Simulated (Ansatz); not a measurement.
# Li on Cu(100): change of the work function, part 2 of 5

How does Li on the hollow site change the work function of Cu(100) as the layer fills?

Ansatz 0.2.0; plane-wave DFT, PBE, Ansatz PAW.

So far, work function, upper face (eV): step 2 (the clean slab) 4.57.

## Step 3: The covered slab, k-mesh 6×6×1, coverage 0.25 ML

System of this step: Li/Cu(100). The cell holds 17 atoms: 16 Cu and 1 Li. Its edges and angles: a = 5.105 Å, b = 5.105 Å, c = 25.466 Å, α = 90.0°, β = 90.0°, γ = 90.0°. Vacuum lies along c.

The clean slab as it ended is repeated in the plane and the adsorbate is set on one face; the cell's size fixes the coverage, and the k-mesh shrinks with it to keep the sampling density about even. Adsorbate and upper layers relax, since the dipole depends on the height.

Contents of input.yaml:

```yaml
crystal:
  lattice:
    - [5.1053109602, 0.0, 0.0]
    - [0.0, 5.1053109602, 0.0]
    - [0.0, 0.0, 25.4661087593]
  atoms:
    - { symbol: Cu, position: [0.25, 0.25, 0.3534108837] }
    - { symbol: Cu, position: [0.0, 0.0, 0.4242893998] }
    - { symbol: Cu, position: [0.25, 0.25, 0.4963981726] }
    - { symbol: Cu, position: [0.0, 0.0, 0.5661630324] }
    - { symbol: Cu, position: [0.25, 0.75, 0.3534108837] }
    - { symbol: Cu, position: [0.0, 0.5, 0.4242893998] }
    - { symbol: Cu, position: [0.25, 0.75, 0.4963981726] }
    - { symbol: Cu, position: [0.0, 0.5, 0.5661630324] }
    - { symbol: Cu, position: [0.75, 0.25, 0.3534108837] }
    - { symbol: Cu, position: [0.5, 0.0, 0.4242893998] }
    - { symbol: Cu, position: [0.75, 0.25, 0.4963981726] }
    - { symbol: Cu, position: [0.5, 0.0, 0.5661630324] }
    - { symbol: Cu, position: [0.75, 0.75, 0.3534108837] }
    - { symbol: Cu, position: [0.5, 0.5, 0.4242893998] }
    - { symbol: Cu, position: [0.75, 0.75, 0.4963981726] }
    - { symbol: Cu, position: [0.5, 0.5, 0.5661630324] }
    - { symbol: Li, position: [0.25, 0.25, 0.6465891163] }
kpoints:
  mp_grid: { grid: [6, 6, 1] }
hamiltonian:
  xc: pbe
scf:
  occupations: { method: fermi_dirac, width: 0.1 }
  convergence: { dr2_threshold: 1.0e-08 }
efield:
  axis: 3
  dipole_correction: true
  ramp_position: 0.97
  ramp_width: 0.06
relax:
  f_tol: 0.02
  max_steps: 60
  constraints: [{ sites: [0, 1, 4, 5, 8, 9, 12, 13] }]
output:
  bader: true
  dos: { projected: true, e_range: [-8, 4] }
  write_potential: true
  write_density: true
  volumetric_format: npy
  elf: true
```

The run is started by

```sh
> ansatz run input.yaml --threads 4 --pin off --max-ram 12288MiB --backend cpu --events-out ev --progress --plain --runs-dir out
```

Numbers of over 12 decimals in the logs are rounded to 6 here.

The program printed:

```text
[...]
Crystal: 17 atoms, lattice volume = 663.754 Å³
Basis set: ecut = 420 eV, 12965 PW (Γ), exchange–correlation on 72×72×360 points (8 copies of the dense FFT grid, shifted against one another)
Bands: 185, of which v1, the nominal top of the filled ones, is band 154 counted from 1 (153 counted from 0)
Symmetry: 8 space group operations
[...]
k-points: 10 of 36
[...]
SCF iter   1: F=—  HF=-106203.202851 eV  |F-HF|=—  |Δ(HF+E_count)|=         —  Δρ=3.03e-3  dr2=1.18e0  ethr=1.77e-3  p=0.407 e·Å  D=1.11e-1 V/Å  ΔV_dip=-2.83 eV  dr2_dipole=4.62e-1  V_vac-E_F(+/−)=1.72/4.55 eV  ⟨swp⟩=8.5  Hψ=8039  notcnv=0  defer=85
[...]
SCF iter  13: F=-106203.159762 eV  HF=-106203.159762 eV  |F-HF|=4.04e-8  |Δ(HF+E_count)|=   9.63e-9  Δρ=6.55e-7  dr2=3.69e-9  ethr=3.26e-12  p=0.344 e·Å  D=9.37e-2 V/Å  ΔV_dip=-2.39 eV  dr2_dipole=1.84e-10  V_vac-E_F(+/−)=2.16/4.54 eV  ⟨swp⟩=18.1  Hψ=14650  notcnv=0
SCF 1 converged in 13 iterations: F = -106203.159762 eV  dr2 = 3.69e-9
[...]
relax step   1: F+E_penalty+E_count = -106203.15976182 eV  Δ(F+E_penalty+E_count) = +0.000e0 eV  max|allowed force component| = 4.455e-1 eV/Å  Δτ_max = 0.0000 Å  (13 SCF iters, accepted)
[...]
SCF iter   1: F=—  HF=-106203.208086 eV  |F-HF|=—  |Δ(HF+E_count)|=         —  Δρ=1.59e-3  dr2=7.95e-2  ethr=1.76e-5  p=0.344 e·Å  D=9.37e-2 V/Å  ΔV_dip=-2.39 eV  dr2_dipole=2.38e-2  V_vac-E_F(+/−)=2.18/4.56 eV  ⟨swp⟩=2.0  Hψ=5926  notcnv=0  defer=142
[...]
eigensolver tolerance schedule calibrated: the retry pair's looser diagonalisation under-reported the residual by θ = 0.32 (0.14/decade); ethr = c·dr2/N_el runs at the constant in force after the calibration composes with the one it found (an armed cap, an earlier calibration), c = 4.9e-2
[...]
SCF iter   2: F=—  HF=-106203.212092 eV  |F-HF|=—  |Δ(HF+E_count)|=   4.01e-3  Δρ=1.78e-3  dr2=2.22e-2  ethr=1.26e-5  p=0.324 e·Å  D=8.83e-2 V/Å  ΔV_dip=-2.25 eV  dr2_dipole=2.17e-4  V_vac-E_F(+/−)=2.30/4.55 eV  ⟨swp⟩=2.7  Hψ=2966  notcnv=0  defer=142
[...]
SCF iter  12: F=-106203.208498 eV  HF=-106203.208498 eV  |F-HF|=7.32e-9  |Δ(HF+E_count)|=   9.41e-8  Δρ=5.84e-7  dr2=1.83e-9  ethr=1.59e-12  p=0.312 e·Å  D=8.51e-2 V/Å  ΔV_dip=-2.17 eV  dr2_dipole=6.47e-11  V_vac-E_F(+/−)=2.38/4.55 eV  ⟨swp⟩=14.3  Hψ=12583  notcnv=0
SCF 2 converged in 12 iterations: F = -106203.208498 eV  dr2 = 1.83e-9
relax step   2: F+E_penalty+E_count = -106203.20849843 eV  Δ(F+E_penalty+E_count) = -4.874e-2 eV  max|allowed force component| = 8.227e-2 eV/Å  Δτ_max = 0.1950 Å  (12 SCF iters, accepted)
SCF iter   1: F=—  HF=-106203.210593 eV  |F-HF|=—  |Δ(HF+E_count)|=         —  Δρ=3.37e-4  dr2=3.78e-4  ethr=1.31e-6  p=0.312 e·Å  D=8.51e-2 V/Å  ΔV_dip=-2.17 eV  dr2_dipole=8.60e-6  V_vac-E_F(+/−)=2.38/4.55 eV  ⟨swp⟩=2.8  Hψ=3262  notcnv=0  defer=132
[...]
SCF iter   8: F=-106203.210512 eV  HF=-106203.210512 eV  |F-HF|=4.68e-8  |Δ(HF+E_count)|=   2.61e-8  Δρ=1.08e-6  dr2=7.54e-9  ethr=3.26e-12  p=0.313 e·Å  D=8.54e-2 V/Å  ΔV_dip=-2.17 eV  dr2_dipole=1.93e-10  V_vac-E_F(+/−)=2.37/4.55 eV  ⟨swp⟩=10.3  Hψ=13450  notcnv=0
SCF 3 converged in 8 iterations: F = -106203.210512 eV  dr2 = 7.54e-9
relax step   3: F+E_penalty+E_count = -106203.21051179 eV  Δ(F+E_penalty+E_count) = -2.013e-3 eV  max|allowed force component| = 4.718e-2 eV/Å  Δτ_max = 0.0078 Å  (8 SCF iters, accepted)
SCF iter   1: F=—  HF=-106203.211513 eV  |F-HF|=—  |Δ(HF+E_count)|=         —  Δρ=4.22e-4  dr2=5.26e-4  ethr=1.42e-6  p=0.313 e·Å  D=8.54e-2 V/Å  ΔV_dip=-2.17 eV  dr2_dipole=6.92e-6  V_vac-E_F(+/−)=2.37/4.55 eV  ⟨swp⟩=3.1  Hψ=4345  notcnv=0  defer=150
[...]
SCF iter   9: F=-106203.211325 eV  HF=-106203.211325 eV  |F-HF|=1.48e-9  |Δ(HF+E_count)|=   2.58e-8  Δρ=6.55e-7  dr2=3.36e-9  ethr=3.26e-12  p=0.313 e·Å  D=8.52e-2 V/Å  ΔV_dip=-2.17 eV  dr2_dipole=2.42e-10  V_vac-E_F(+/−)=2.38/4.55 eV  ⟨swp⟩=9.1  Hψ=11776  notcnv=0
SCF 4 converged in 9 iterations: F = -106203.211325 eV  dr2 = 3.36e-9
relax step   4: F+E_penalty+E_count = -106203.21132467 eV  Δ(F+E_penalty+E_count) = -8.129e-4 eV  max|allowed force component| = 7.190e-4 eV/Å  Δτ_max = 0.0075 Å  (9 SCF iters, accepted)
NSCF: frozen V_eff on 10 k-points
[...]
SCF converged after 9 iterations
Free energy (F): -106203.211325 eV
[...]
Internal energy: -106203.001401 eV  (E = F + TS)
E sigma→0 (E₀):  -106203.106363 eV
Entropy (-TS):   -0.209923 eV (-12.348 meV/atom)
Fermi energy:    2.464341 eV
Dipole field:    D = 0.085238 V/Å  (p = 0.312663 e·Å, saw-weighted, corrected)
Work function:   Φ+ = 2.3768 eV   Φ− = 4.5475 eV
[...]
--- Forces (eV/Å), atoms counted from 1 ---
  atom   1  Cu    -0.00000000     0.00000000     0.10978258
  atom   2  Cu     0.01020925     0.01020925    -0.11559238
  atom   3  Cu    -0.00000000     0.00000000     0.00061509
  atom   4  Cu    -0.00071903    -0.00071903     0.00023688
  atom   5  Cu     0.00000000     0.00000000     0.11918935
  atom   6  Cu     0.01020925    -0.01020925    -0.11559238
  atom   7  Cu     0.00000000     0.00000000    -0.00035784
  atom   8  Cu    -0.00071903     0.00071903     0.00023688
  atom   9  Cu    -0.00000000     0.00000000     0.11918935
  atom  10  Cu    -0.01020925     0.01020925    -0.11559238
  atom  11  Cu    -0.00000000     0.00000000    -0.00035784
  atom  12  Cu     0.00071903    -0.00071903     0.00023688
  atom  13  Cu     0.00000000     0.00000000     0.11417238
  atom  14  Cu    -0.01020925    -0.01020925    -0.11559238
  atom  15  Cu     0.00000000     0.00000000    -0.00049533
  atom  16  Cu     0.00071903     0.00071903     0.00023688
  atom  17  Li     0.00000000     0.00000000    -0.00036713
  max |Σ_I F_I| component: 5.14e-5 eV/Å
--- Band table (eV; the first three rows and the last of 10) ---
  k-point 0: bands = [... 150 lower, 2.0540, 2.0600, 2.1189, 2.2452, 2.3365, 2.4268, 2.4268, 3.0486, ... 27 higher]
  k-point 1: bands = [... 150 lower, 1.7770, 2.2854, 2.3431, 2.4410, 2.5221, 2.6909, 3.3346, 3.7350, ... 27 higher]
  k-point 2: bands = [... 150 lower, 1.7787, 2.3922, 2.6668, 2.6855, 3.2788, 3.4291, 3.7642, 3.7734, ... 27 higher]
  k-point 9: bands = [... 150 lower, 1.2186, 1.2215, 1.2677, 2.5161, 2.5161, 2.5274, 2.6600, 4.5092, ... 27 higher]
--- Relaxed structure (4 steps of the walk, 4 accepted, 0 SCFs on fresh bases) ---
  F+E_penalty+E_count = -106203.21132467 eV   max|allowed force component| = 7.190e-4 eV/Å
  atoms:
    - { symbol: Cu, position: [0.25, 0.25, 0.3534108837] }
    - { symbol: Cu, position: [0.0, 0.0, 0.424289] }
    - { symbol: Cu, position: [0.25, 0.25, 0.496342] }
    - { symbol: Cu, position: [-0.00138142, -0.00138142, 0.566849] }
    - { symbol: Cu, position: [0.25, 0.750000, 0.3534108837] }
    - { symbol: Cu, position: [0.0, 0.5, 0.424289] }
    - { symbol: Cu, position: [0.25, 0.750000, 0.496176] }
    - { symbol: Cu, position: [-0.00138142, 0.501381, 0.566849] }
    - { symbol: Cu, position: [0.750000, 0.25, 0.3534108837] }
    - { symbol: Cu, position: [0.5, 0.0, 0.424289] }
    - { symbol: Cu, position: [0.750000, 0.25, 0.496176] }
    - { symbol: Cu, position: [0.501381, -0.00138142, 0.566849] }
    - { symbol: Cu, position: [0.750000, 0.750000, 0.3534108837] }
    - { symbol: Cu, position: [0.5, 0.5, 0.424289] }
    - { symbol: Cu, position: [0.750000, 0.750000, 0.495949] }
    - { symbol: Cu, position: [0.501381, 0.501381, 0.566849] }
    - { symbol: Li, position: [0.25, 0.25, 0.639322] }
--- Bader charges: 17 sites ---
  site symbol  charge [e]  shift [e]
     0     Cu     -0.0185     0.0002
     1     Cu      0.0192     0.0002
     2     Cu      0.0203     0.0002
     3     Cu     -0.2195     0.0001
     4     Cu     -0.0203     0.0002
     5     Cu      0.0193     0.0002
     6     Cu      0.0090     0.0001
     7     Cu     -0.2196     0.0001
     8     Cu     -0.0203     0.0002
     9     Cu      0.0193     0.0002
    10     Cu      0.0090     0.0001
    11     Cu     -0.2196     0.0001
    12     Cu     -0.0197     0.0002
    13     Cu      0.0193     0.0002
    14     Cu     -0.0028     0.0000
    15     Cu     -0.2196     0.0001
    16     Li      0.8449     0.0008
  estimated error of the sums over rays = 3.9e-4 e
```

Wall time 4.5 min (4 threads of Intel Xeon Platinum 8259CL at 2.50GHz (Skylake/Cascade Lake), shared host); peak memory 3.2 GiB.

The steps of the relaxation:

| step | energy less that of the first step (eV) | largest force component (eV/Å) |
| --- | --- | --- |
| 1 | 0.0000 | 0.4455 |
| 2 | -0.0487 | 0.0823 |
| 3 | -0.0508 | 0.0472 |
| 4 | -0.0516 | 0.0007 |

The run keeps the 8 symmetry operations that it works with, so distortions that break them were not tested.

The atoms that moved most (Å):

| atom | dx | dy | dz | length |
| --- | --- | --- | --- | --- |
| Li17 | 0.000 | 0.000 | -0.185 | 0.185 |
| Cu16 | 0.007 | 0.007 | 0.017 | 0.020 |
| Cu12 | 0.007 | -0.007 | 0.017 | 0.020 |
| Cu8 | -0.007 | 0.007 | 0.017 | 0.020 |
| Cu4 | -0.007 | -0.007 | 0.017 | 0.020 |
| Cu15 | 0.000 | 0.000 | -0.011 | 0.011 |
| Cu7 | 0.000 | 0.000 | -0.006 | 0.006 |
| Cu11 | 0.000 | 0.000 | -0.006 | 0.006 |

The relaxed structure:

```cif
data_structure
_symmetry_space_group_name_H-M 'P 1'
_symmetry_Int_Tables_number 1
_cell_length_a 5.1053
_cell_length_b 5.1053
_cell_length_c 25.4661
_cell_angle_alpha 90.000
_cell_angle_beta 90.000
_cell_angle_gamma 90.000
_cell_volume 663.75
loop_
_atom_site_label
_atom_site_type_symbol
_atom_site_fract_x
_atom_site_fract_y
_atom_site_fract_z
_atom_site_occupancy
Cu1 Cu 0.25000 0.25000 0.35341 1
Cu2 Cu 0.00000 0.00000 0.42429 1
Cu3 Cu 0.25000 0.25000 0.49634 1
Cu4 Cu 0.99862 0.99862 0.56685 1
Cu5 Cu 0.25000 0.75000 0.35341 1
Cu6 Cu 0.00000 0.50000 0.42429 1
Cu7 Cu 0.25000 0.75000 0.49618 1
Cu8 Cu 0.99862 0.50138 0.56685 1
Cu9 Cu 0.75000 0.25000 0.35341 1
Cu10 Cu 0.50000 0.00000 0.42429 1
Cu11 Cu 0.75000 0.25000 0.49618 1
Cu12 Cu 0.50138 0.99862 0.56685 1
Cu13 Cu 0.75000 0.75000 0.35341 1
Cu14 Cu 0.50000 0.50000 0.42429 1
Cu15 Cu 0.75000 0.75000 0.49595 1
Cu16 Cu 0.50138 0.50138 0.56685 1
Li17 Li 0.25000 0.25000 0.63932 1
```

Numbers from this step:

```yaml
energy_at_zero_smearing: -106203.1064 eV
work_function_upper_face: 2.377 eV
work_function_lower_face: 4.548 eV
dipole_along_the_normal: 0.3127 e·Å
step_between_the_vacuum_levels: -2.171 eV
```

Running mean over 1.805 Å of the planar mean; the ramp of the sawtooth is left out. Table of electron's electrostatic potential energy less the Fermi level by z:

| z (Å) | electron's electrostatic potential energy less the Fermi level (eV) |
| --- | --- |
| 3 | 4.55 |
| 4 | 4.55 |
| 5 | 4.54 |
| 6 | 4.51 |
| 7 | 4.07 |
| 8 | -1.46 |
| 9 | -8.31 |
| 10 | -8.74 |
| 11 | -8.76 |
| 12 | -8.62 |
| 13 | -8.84 |
| 14 | -8.71 |
| 15 | -6.08 |
| 16 | 0.983 |
| 17 | 1.68 |
| 18 | 2.24 |
| 19 | 2.35 |
| 20 | 2.37 |
| 21 | 2.38 |
| 22 | 2.38 |

The density of states has structure finer than the step of the table below, so its rows give means over 0.25 eV, whole bins alone (the curve runs from -8 to 1.98 eV). Peaks (eV: height): -2.830: 118, -2.410: 83.5, -2.320: 86.7, -2.140: 73.3, -1.950: 80.9, -1.740: 92.9, -1.500: 103.

Density of states against energy, zero at the Fermi level; means over each step:

energy (eV), density of states (states/eV a cell) and a bar:
```
    -7.75          1 
    -7.50          1 
    -7.25          1 
    -7.00          3 #
    -6.75          3 #
    -6.50          2 
    -6.25          3 #
    -6.00          3 #
    -5.75          4 #
    -5.50          4 #
    -5.25          5 ##
    -5.00          7 ##
    -4.75         12 ####
    -4.50         18 ######
    -4.25         25 #########
    -4.00         38 ##############
    -3.75         26 #########
    -3.50         37 #############
    -3.25         41 ###############
    -3.00         49 ##################
    -2.75         70 #########################
    -2.50         50 ##################
    -2.25         66 ########################
    -2.00         68 #########################
    -1.75         82 ##############################
    -1.50         49 ##################
    -1.25         12 ####
    -1.00          6 ##
    -0.75          6 ##
    -0.50          5 #
    -0.25          6 ##
     0.00          7 ##
     0.25          7 ##
     0.50          4 #
     0.75          5 #
     1.00          7 ##
     1.25          3 #
     1.50          4 #
     1.75          9 ###
```

Projected DOS per atom over height of the atomic layer and energy from the Fermi level. Layers: Cu4 Cu4 Cu4 Cu4 Li from below.

Values in states/eV, 22 rows by 5 columns, each cell a mean:
```
0.19 0.20 0.19 0.18 0.80
0.10 0.13 0.12 0.10 0.32
0.23 0.22 0.19 0.20 0.50
0.20 0.22 0.19 0.18 0.22
0.35 0.31 0.37 0.30 0.23
0.30 0.24 0.21 0.27 0.21
0.51 0.36 0.34 0.36 0.16
3.26 2.09 1.84 1.85 0.09
5.74 3.54 3.91 5.27 0.11
4.77 3.10 3.14 4.75 0.12
3.20 3.33 3.46 4.21 0.13
2.10 2.92 2.71 2.52 0.03
1.35 2.12 2.01 1.73 0.01
1.00 2.83 2.79 1.16 0.02
0.55 1.25 1.32 0.64 0.05
0.29 0.52 0.58 0.35 0.04
0.18 0.30 0.31 0.20 0.01
0.13 0.26 0.26 0.15 0.01
0.11 0.17 0.16 0.12 0.01
0.14 0.19 0.18 0.16 0.02
0.04 0.13 0.13 0.05 0.00
0.03 0.11 0.11 0.03 0.00
```
Columns: height of the atomic layer (Å) from 9 to 16.3; rows upwards: energy from the Fermi level (eV) from -7.96 to 1.95.

Valence density in the ca plane at fractional y = 0.250, with atoms of Cu and Li within 0.2 Å of it. It is the smooth field of the valence electrons, not physical close to the nuclei.

Ten steps, logarithmic in the rise over the least value, from '0' (0 e/Å³) to '9' (44 e/Å³), each cell a mean:
```
00001110000001111000000000000000000000000000
00014431000012443100000000000000000000000000
00147962000014886200000000000000000000000000
00148972000014996200000000000000000000000000
00036741000013674100000000000000000000000000
00012211000001221100000000000000000000000000
00000100001000110001000000000000000000000000
00001110000001111000000000000000000000000000
00014431000012443100000011000000000000000000
00147962000014886200000145200000000000000000
00148972000014997200000155200000000000000000
00036741000013674100000023100000000000000000
00012211000001221100000000000000000000000000
00000100001000110001000000000000000000000000
```
Columns run along c (16.0 Å, from fractional 0.29 to 0.92 of the cell), rows up along a (5.1 Å). Atoms in or near the plane, at fractional coordinates: Cu at (0.35, 0.25), Cu at (0.50, 0.25), Cu at (0.35, 0.75), Cu at (0.50, 0.75), Li at (0.64, 0.25).

Electrostatic potential energy in the ca plane at fractional y = 0.250, with atoms of Cu and Li within 0.2 Å of it. With pseudopotentials it is smooth inside the atoms' cores, unlike the true potential.

Ten even steps from '0' (-48 eV) to '9' (6 eV), each cell a mean:
```
99998889999999888999999999999999999999999999
99973258999997335899999999999999999999999999
99840016999983001699999999999999999999999999
99830006999982001699999999999999999999999999
99851037999985103799999999999999999999999999
99986679999998667999999999999999999999999999
99999999999999999999999999999999999999999999
99998889999999888999999999999999999999999999
99973258999997335899999876889999999999999999
99840016999983001699999743589999999999999999
99830006999983001699999632589999999999999999
99851037999985103799999855789999999999999999
99986679999998667999999988899999999999999999
99999999999999999999999999999999999999999999
```
Columns run along c (16.0 Å, from fractional 0.29 to 0.92 of the cell; values clipped at the 3rd and 97th percentile), rows up along a (5.1 Å). Atoms in or near the plane, at fractional coordinates: Cu at (0.35, 0.25), Cu at (0.50, 0.25), Cu at (0.35, 0.75), Cu at (0.50, 0.75), Li at (0.64, 0.25).

ELF in the ca plane at fractional y = 0.250, with atoms of Cu and Li within 0.2 Å of it. It is the smooth field of the valence electrons, not physical close to the nuclei.

Ten even steps from '0' (0.00 × 1e-1) to '9' (9.84 × 1e-1), each cell a mean:
```
11211112222222111222223333221000000000000000
11112221222221221122222322211000000000000000
11125631122212563122222222110000000000000000
11126841122212673122222221110000000000000000
11113421222211342122222222211000000000000000
11111112222221111222223333221000000000000000
11222222222222222222223432211000000000000000
11111112222222111222233310000000000000000000
11112221222221221122233112000000000000000000
11125631222212563122232179600000000000000000
11126841122212674112331189800000000000000000
11113421222211342122232036300000000000000000
11111112222221111222233200000000000000000000
11222222222222222222223421111000000000000000
```
Columns run along c (16.0 Å, from fractional 0.29 to 0.92 of the cell), rows up along a (5.1 Å). Atoms in or near the plane, at fractional coordinates: Cu at (0.35, 0.25), Cu at (0.50, 0.25), Cu at (0.35, 0.75), Cu at (0.50, 0.75), Li at (0.64, 0.25).

The relaxation took 4 steps and lowered the energy by 0.052 eV; the largest force on the free atoms ends at 7.2e-4 eV/Å.

By hand: a sheet of dipoles makes a step −p/(ε₀A) in the electron's potential. With e/ε₀ = 180.95 V·Å, p = 0.3127 e·Å and A = 26.06 Å², that is −180.95 × (0.3127) / 26.06 = -2.171 eV, and the two vacuum levels of the run differ by -2.171 eV.

The covered face has 2.38 eV, -2.19 eV against the clean one; the bare back face has moved by -0.03 eV, a measure of how thin the slab is.

(Continued in part 3 of 5.)

[Logs are printed without paths, hosts, clocks, repeated set-up lines and the standing remarks that a program may print on its own settings, such as how far it seeks lower states.]

[Hosts, paths, dates, database ids (printed as entryN), source tags and the programs' standing remarks are cut or masked in the printed files.]

[Maps of the electrostatic potential energy from Ansatz leave out the sawtooth potential of an applied field or a dipole correction, so their vacuum need not be flat; planar profiles and work functions include it.]

[The density of states shown here was stored with 400 of the rows of the run's finer table, so its peaks can read low, often by over a quarter, or be missed, and its means over a window can be off by a tenth or more.]
